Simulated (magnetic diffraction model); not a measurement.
# Which magnetic order? FeAg2Br4

Space group I4_1/acd (no. 142, origin choice 1), a = 6.8570 Å, c = 29.3880 Å.

| site | atom | x | y | z |
| --- | --- | --- | --- | --- |
| 16d | Ag | 0 | 0 | 0.4298 |
| 16d | Br | 0 | 0 | 0.3287 |
| 16f | Br | 0.2663 | 0.7337 | 1/4 |
| 8b | Fe | 1/2 | 0 | 0 |

The compound is invented for this exercise: a known structure type with other elements, its cell scaled to their sizes and not relaxed.

Only Fe is taken to order (form factors of Fe2+); orders and moment sizes are assumed, and not adapted to the symmetry. Radiation: neutrons of λ = 2.41 Å, 8° to 65°; isotropic B of 0.12 Å² (Ag), 0.12 Å² (Br) and 0.13 Å² (Fe). Simulated constant-wavelength pattern: nuclear and magnetic terms add, the magnetic one as |2.695 fm × Σ f S⊥ exp(2πi Q·r) exp(−B s²)|², summed over all Q at one angle with the factor 1/(sin²θ cos θ). For collinear order S is the moment m, which repeats by lattice and centring translations R with the sign exp(−2πi k·R). Free-ion form factors, Sears's scattering lengths of 1992, no absorption; a label names one of the reflections at its angle. The strongest nuclear line in the range is 100, and lines under 0.2 are left out.

Above the ordering temperature:

```csv
2θ (°),index,I
18.88,(0 0 4),42.0
30.34,(1 1 2),25.9
38.30,(0 0 8),0.3
40.94,(1 1 6),7.2
41.15,(2 0 0),37.8
45.64,(2 0 4),17.9
46.54,(2 1 1),1.0
48.63,(2 1 3),0.9
52.62,(2 1 5),0.8
57.30,(1 1 10),24.4
57.47,(2 0 8),53.8
58.24,(2 1 7),0.7
58.95,(0 0 12),39.7
59.61,(2 2 0),100.0
63.12,(2 2 4),17.5
```

Below it (cell unchanged):

| 2θ (°) | I |
| --- | --- |
| 9.41 | 12.1 |
| 18.88 | 44.8 |
| 20.79 | 4.8 |
| 24.77 | 4.2 |
| 28.48 | 1.1 |
| 28.78 | 1.1 |
| 30.34 | 28.0 |
| 31.33 | 2.9 |
| 34.65 | 1.9 |
| 38.30 | 0.9 |
| 39.33 | 1.8 |
| 40.94 | 8.6 |
| 41.15 | 38.3 |
| 42.31 | 0.9 |
| 45.64 | 18.8 |
| 46.54 | 2.4 |
| 48.25 | 1.1 |
| 48.41 | 0.3 |
| 48.60 | 1.0 |
| 48.63 | 2.2 |
| 50.81 | 0.7 |
| 52.62 | 2.0 |
| 57.30 | 25.1 |
| 57.47 | 54.4 |
| 57.90 | 0.7 |
| 58.24 | 1.7 |
| 58.95 | 39.8 |
| 59.61 | 100.2 |
| 60.50 | 0.3 |
| 63.12 | 17.9 |
| 63.85 | 0.3 |

**Question.** Find the propagation vector, then choose among these models:
A. collinear moments along [100], 3.11 μB on Fe; signs + at (1/2, 0, 0), − at (0, 1/2, 0), − at (1/2, 1/2, 1/4), + at (0, 0, 1/4)
B. collinear moments along [010], 3.11 μB on Fe; signs + at (1/2, 0, 0), − at (0, 1/2, 0), + at (1/2, 1/2, 1/4), + at (0, 0, 1/4)
C. collinear moments along [100], 3.11 μB on Fe; signs + at (1/2, 0, 0), − at (0, 1/2, 0), + at (1/2, 1/2, 1/4), + at (0, 0, 1/4)
D. collinear moments along [010], 3.11 μB on Fe; signs + at (1/2, 0, 0), − at (0, 1/2, 0), − at (1/2, 1/2, 1/4), + at (0, 0, 1/4)

No line moves, and magnetic intensity falls on nuclear lines such as the one at 18.88°; new lines at (0 0 2), (1 0 1) and (1 0 3) have whole indices that obey the lattice centring, at places with no nuclear intensity to speak of, so the magnetic cell equals the chemical primitive cell: k = 0.

Magnetic intensity, observed (below minus above) and for each model:

| 2θ (°) | index | observed | A | B | C | D |
| --- | --- | --- | --- | --- | --- | --- |
| 9.41 | (0 0 2) | 12.1 | <0.2 | 12.1 | 12.1 | <0.2 |
| 18.88 | (0 0 4) | 2.8 | <0.2 | 2.8 | 2.8 | <0.2 |
| 20.79 | (1 0 1) | 4.8 | 9.7 | 4.8 | 4.8 | 9.7 |
| 24.77 | (1 0 3) | 4.2 | 8.3 | 4.2 | 4.2 | 8.3 |
| 30.34 | (1 1 2) | 2.2 | <0.2 | 2.2 | 2.2 | <0.2 |
| 31.33 | (1 0 5) | 2.9 | 5.8 | 2.9 | 2.9 | 5.8 |
| 34.65 | (1 1 4) | 1.9 | <0.2 | 1.9 | 1.9 | <0.2 |
| 39.33 | (1 0 7) | 1.8 | 3.6 | 1.8 | 1.8 | 3.6 |

Models B and C match alike on every line, so these data can't choose among them (such ties are often domains of one structure).

The structure used: k = (0 0 0), collinear moments along [010], 3.11 μB on Fe; signs + at (1/2, 0, 0), − at (0, 1/2, 0), + at (1/2, 1/2, 1/4), + at (0, 0, 1/4).

[Logs are printed without paths, hosts, clocks, repeated set-up lines and the standing remarks that a program may print on its own settings, such as how far it seeks lower states.]
